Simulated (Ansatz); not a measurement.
# Fitting and testing ρ(T) of BiPd (P6_3/mmc)

Can the computed ρ(T) of BiPd (P6_3/mmc) be held by the Bloch–Grüneisen form, and does the fit predict a row it has not seen?

The resistivities were computed with Ansatz 0.2.0 (DFT PBEsol, scalar-relativistic, plane waves, PAW; PAW set soft_1) from the linearised Boltzmann equation with harmonic phonons, on q 3×3×2, k 15×15×10, scattering 24×24×12; the fit below is done by hand on them.

## (1) What is given

The structure is hexagonal, space group P6_3/mmc (No. 194). Conventional cell: a = 4.258 Å, b = 4.258 Å, c = 5.624 Å, α = 90.00°, β = 90.00°, γ = 120.00°. Bi on site c has 6 Pd at 2.83 Å as nearest neighbours. Pd on site a is surrounded by 2 Pd at 2.81 Å and 6 Bi at 2.83 Å.

This is the relaxed cell of the run, from steps not shown here.

The mean resistivity of the three axes from 50 to 800 K, with one row held back; the colder rows stay outside the fit and test it at the end:

| T (K) | ρ (μΩ cm) |
| --- | --- |
| 50 | 1.275 |
| 80 | 2.622 |
| 100 | ? |
| 150 | 5.602 |
| 200 | 7.649 |
| 273 | 10.60 |
| 300 | 11.68 |
| 400 | 15.69 |
| 500 | 19.71 |
| 600 | 23.75 |
| 800 | 31.87 |

No spin–orbit coupling, which matters for Bi.

## (2) The fit

Bloch and Grüneisen's form is ρ(T) = A (T/Θ)⁵ J₅(Θ/T), with J₅(z) the integral of x⁵/((eˣ − 1)(1 − e⁻ˣ)) from 0 to z. It goes as T⁵ far below Θ and as A T/(4Θ) far above. For a trial Θ the best A is the geometric mean of ρ/[(T/Θ)⁵ J₅] over the rows, and the scatter of that ratio measures the fit:

| Θ (K) | A (μΩ cm) | scatter (%) |
| --- | --- | --- |
| 88 | 13.28 | 8.3 |
| 116 | 17.85 | 4.8 |
| 132 | 20.59 | 2.4 |
| 146 | 23.08 | 0.5 |
| 160 | 25.65 | 2.4 |
| 182 | 29.89 | 6.4 |
| 220 | 37.85 | 14.2 |

The scatter is least at Θ = 146 K, with A = 23.08 μΩ cm (0.5 % r.m.s.).

| T (K) | computed | fit |
| --- | --- | --- |
| 50 | 1.275 | 1.274 |
| 80 | 2.622 | 2.642 |
| 150 | 5.602 | 5.626 |
| 200 | 7.649 | 7.674 |
| 273 | 10.60 | 10.62 |
| 300 | 11.68 | 11.70 |
| 400 | 15.69 | 15.69 |
| 500 | 19.71 | 19.66 |
| 600 | 23.75 | 23.63 |
| 800 | 31.87 | 31.55 |

## (3) The row held back

At T = 100 K, Θ/T = 1.460, J₅ = 1.011 and (T/Θ)⁵ = 0.1507, so the fit gives 3.519 μΩ cm. The computed value is 3.496 μΩ cm: the fit is off by +0.63 %. Outside its range, at 20 K, it gives 0.103 against 0.147 μΩ cm computed, 0.70 times that; at that temperature the run's own test moves by 9 % between meshes in the component that moves most. Among the rows used, the largest miss is -1.0 %, at 800 K.

## (4) What the two numbers mean

Θ = 146 K is 1.56 times ħω_log/k_B (94 K) and 0.52 of the highest phonon frequency (281 K). The high-temperature slope of the fit, A/(4Θ), is 0.0395 μΩ cm/K. The same slope from the run's transport coupling and plasma energy, 2π k_B λ_tr/(ħ ε₀ ω_p²) with λ_tr = 0.469, 0.469, 0.488 (xx, yy, zz) and ħω_p = 7.17, 7.17, 6.49 (xx, yy, zz) eV, is 0.0401 μΩ cm/K in the mean of the axes, +1.4 % from it. For comparison, the computed rows rise by 0.0406 μΩ cm/K between the two hottest.

## (5) Summary of results

* Θ: 146 K
* A: 23.08 μΩ cm
* scatter of the fit: 0.5 %
* held-back row at 100 K, fit against computed: 3.519 against 3.496 μΩ cm

**Reading.** Two numbers, Θ = 146 K and A = 23.1 μΩ cm, hold the computed ρ(T) from 50 to 800 K within 0.48 % r.m.s. and predict the held-back row within 0.63 %. At 20 K, outside the rows fitted, it gives 0.70 times the computed value. By the run's own test the resistivity at 300 K moves by 8 % between its two finest scattering meshes, in the component that moves most. The mean hides an anisotropy: at 300 K the components are 10.7, 10.7, 13.6 (xx, yy, zz) μΩ cm. Spin–orbit coupling is left out. The fit describes the calculation: impurities, thermal expansion, changes of phase and anharmonicity are in neither.

[Hosts, paths, dates, database ids (printed as entryN), source tags and the programs' standing remarks are cut or masked in the printed files.]
